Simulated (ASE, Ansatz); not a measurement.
# Convergence of a linear-scaling basis for twisted Ti2CO2 MXene alternating trilayer, 21.79° (105 atoms), part 2 of 2

Wanted: errors and times of a linear-scaling basis for twisted Ti2CO2 MXene alternating trilayer, 21.79° (105 atoms). A setting counts as converged where the r.m.s. difference of forces stays under 1 % of the r.m.s. force.

Ansatz 0.2.0; Kohn-Sham DFT, r2SCAN+D4, PAW (set soft_2), plane waves.

The cell: 21 C, 42 Ti and 42 O. Beside vacuum, support functions can miss their usual error bounds without a warning. The main run has no spin polarisation. Sampling is at Γ alone, for a cell whose shortest periodic width is 7 Å.

So far. Step 2 (Plane-wave single point): Mean Löwdin charges: C -0.97, O -0.66, Ti +1.21 e (they miss 0.37 % of the electrons, so they add up to more than the cell's charge).

### Step 3. Structure statistics (continued)

Local excerpt of 16 atoms (numbers count through the whole input) about Ti72, which bears the longest force; x, y, z are measured from there.

```tsv
atom	x	y	z	distance (Å)	bonds	Löwdin charge (e)	Fx	Fy	Fz (eV/Å)
Ti72	0.00	0.00	0.00	0.00	6	1.23	-0.573	0.176	-0.454
O74	1.14	-1.30	0.88	1.94	3	-0.65	-0.119	-0.177	0.219
O79	0.55	1.65	0.90	1.96	3	-0.66	0.138	-0.067	-0.127
O99	-1.74	-0.34	0.90	1.99	3	-0.66	0.145	0.186	-0.292
C71	-0.59	-1.65	-1.33	2.20	6	-0.97	0.170	-0.009	0.021
C86	1.72	0.32	-1.34	2.21	6	-0.97	-0.262	0.116	0.288
C76	-1.16	1.33	-1.33	2.21	6	-0.98	-0.098	-0.072	-0.101
Ti82	2.82	-0.98	-0.02	2.99	6	1.21	0.508	-0.163	-0.026
Ti87	2.27	1.99	-0.02	3.02	6	1.22	0.035	0.279	-0.083
Ti102	0.55	-2.97	-0.02	3.03	6	1.22	-0.222	-0.152	-0.169
Ti77	-0.60	2.97	-0.02	3.03	6	1.22	0.062	0.047	-0.081
Ti92	-2.31	-1.98	-0.04	3.04	6	1.21	-0.087	-0.049	0.220
Ti97	-2.89	0.99	-0.02	3.05	6	1.22	0.267	0.022	-0.093
Ti73	1.15	-1.32	-2.63	3.16	6	1.21	-0.163	0.037	-0.004
Ti78	0.58	1.66	-2.67	3.20	6	1.22	-0.135	0.019	0.339
Ti98	-1.73	-0.32	-2.67	3.20	6	1.22	0.182	0.001	0.357
```

The column of bonds counts only the pairs O-Ti within 2.64 Å, Ti-C within 2.64 Å; other neighbours, such as metal atoms beside each other in a compound, aren't counted, and periodic images can show an atom twice.

### Step 4. Support functions medium

The cell is solved in localised support functions.

This step: Kohn-Sham DFT, r2SCAN+D4, PAW (set soft_2), localised support functions (medium) (Ansatz 0.2.0).

input.yaml

```yaml
crystal:
  lattice:
    - [8.0166, 0.0, 0.0]
    - [-4.0083, 6.94258, 0.0]
    - [0.0, 0.0, 31.11]
  atoms:
    [... the 105 atom lines of step 2 ...]
kpoints:
  mp_grid: { grid: [1, 1, 1] }
hamiltonian:
  xc: r2scan
  dispersion: d4
scf:
  occupations: { method: gaussian, width: 0.025 }
  eigensolver: { kind: { support_functions: { accuracy: medium } } }
  mixing: { beta: 0.2 }
  max_iter: 150
output:
  forces: true
```

Launch:

```
$ ansatz run input.yaml --threads 32 --pin off --max-ram 92160MiB --backend cuda --events-out ev --progress --plain --runs-dir out --max-vram 78GiB
```

The program printed:

```text
Warning: scf.eigensolver.kind.support_functions: disabling space-group detection — the functions' gradient is summed over unrotated k-points, so no spatial operation reduces the k-mesh or symmetrises the density; time reversal is kept, so that k and −k are solved as one point where they differ and the mesh holds both, and exact exchange and, on two spinor components, a DFT+U term hold to it where the run has them: [...]
settings of this run that can trade accuracy for cost: scf.eigensolver.kind.support_functions [...]
[...]
GPU FFT provider: cuFFT
GPU libraries: cuBLAS 13.8.1, cuFFT 12.4.0, cuSOLVER 12.3.2
[...]
Crystal: 105 atoms, lattice volume = 1731.455 Å³
Basis set: ecut = 500 eV, 44099 PW (Γ), exchange–correlation on 216×216×810 points (27 copies of the dense FFT grid, shifted against one another)
Bands: 504, of which v1, the nominal top of the filled ones, is band 420 counted from 1 (419 counted from 0)
Symmetry: 1 space group operations
k-points: 1
[...]
GPU buffer pool allocated for 1399680 grid points (all kernels)
[...]
SCF iter   1: F=—  HF=-134598.325448 eV  |F-HF|=—  |Δ(HF+E_count)|=         —  Δρ=1.79e-1  dr2=6.71e2  dr2_τ=5.24e1  ethr=1.00e-1
[...]
SCF iter  25: F=-134482.067469 eV  HF=-134482.067466 eV  |F-HF|=2.33e-6  |Δ(HF+E_count)|=   9.20e-6  Δρ=1.14e-5  dr2=1.33e-6  dr2_τ=4.56e-8  ethr=3.92e-10
SCF 1 converged in 25 iterations: F = -134482.069803 eV  dr2 = 1.33e-6
[...]
SCF converged after 25 iterations
Stability not checked: this state was not tested for a lower state beside it, because the mixer in use, unlike msr1, does not test its closes by its own steps (another_mixer; see scf.mixing.algorithm and scf.lower_state_search)
Free energy (F): -134482.069803 eV
[...]
Internal energy: -134482.069803 eV  (E = F + TS)
E sigma→0 (E₀):  -134482.069803 eV
Fermi energy:    5.798899 eV
[...]
--- Forces (eV/Å), atoms counted from 1 ---
[... 105 lines of forces left out ...]
  max |Σ_I F_I| component: 1.95e-3 eV/Å
--- Band table (eV) ---
[... left out ...]
  guard bands above this table: 72 of the run's 504 bands (output.publish_guard_bands: true publishes all)
```

Run time: 13 s. Hardware: 1 × NVIDIA GB200 with 32 threads of Arm Neoverse V2, shared host; peak memory 1.5 GiB; 36 s of CPU time.

That memory is the host's; the program planned up to 9.6 GiB on the GPU.

The program notes that the band table was not solved further than the SCF left it and it switched symmetry off.

Keys that differ from the reference: support_functions.accuracy = "medium", scf.max_iter = 150 and scf.mixing.beta = 0.2.

Forces differ from the reference by 0.46 meV/Å r.m.s., 0.27 % of their size, well within a tolerance of 1 %; the energy by -4.6 meV/atom. It took 13 s and 25 cycles; the reference's time can't be set against it, since the two runs asked for unlike analyses. The two runs also began from different starting densities, which bears on cycles and time.

### Step 5. All settings compared

Each row is set against the plane-wave reference (Kohn-Sham DFT, r2SCAN+D4, PAW (set soft_2), plane waves; r.m.s. force component 0.171 eV/Å). Energies are set beside the reference only for runs with its functional, potentials and electron count. Times are for 1 × NVIDIA GB200 with 32 threads of Arm Neoverse V2, shared host. The reference's time includes the DOS, which some other runs skip.

```tsv
run	Δ force, r.m.s. (meV/Å)	share of r.m.s. force (%)	Δ energy (meV/atom)	Δ gap (eV)	cycles	time	host memory (GiB)	planned on the GPU (GiB)
reference	-	-	-	-	15	4.4 s	1.5	6.1
support functions medium	0.46	0.269	-4.59	-3.0e-4	25	13 s	1.5	9.6
```

### Step 6. Summary of results

```yaml
free_energy_per_atom: -1280.7770 eV/atom
r_m_s_force_component: 0.1711 eV/Å
spacing_of_highest_filled_and_lowest_empty_level: 0.7174 eV
wall_time_of_the_2_dft_runs: 17 s
```

In words: Against plane waves at 500 eV, the forces differ by 0.46 meV/Å (0.27 %) with support functions medium. At 105 atoms the run with support functions medium takes roughly 3.0 times the time of plane waves (whose run also made extra analyses, so the like-for-like ratio is larger), in 25 SCF cycles against 15. Differences between support functions and plane waves include what basis error the plane-wave run still has.

The highest filled and lowest empty levels differ by 0.717 eV at Γ alone; the mesh holds the band edges only if they fold onto it, so the gap at this level can be narrower or closed, while semilocal functionals tend to narrow gaps against experiment. With the cutoffs above, all C atoms have 6, all O atoms have 3 and all Ti atoms have 6 bonded neighbours.

Caveats: The geometry was built by rule, was displaced at random and isn't relaxed at this level: its force components are 0.17 eV/Å r.m.s.

[Logs are printed without paths, hosts, clocks, repeated set-up lines and the standing remarks that a program may print on its own settings, such as how far it seeks lower states.]

[Hosts, paths, dates, database ids (printed as entryN), source tags and the programs' standing remarks are cut or masked in the printed files.]
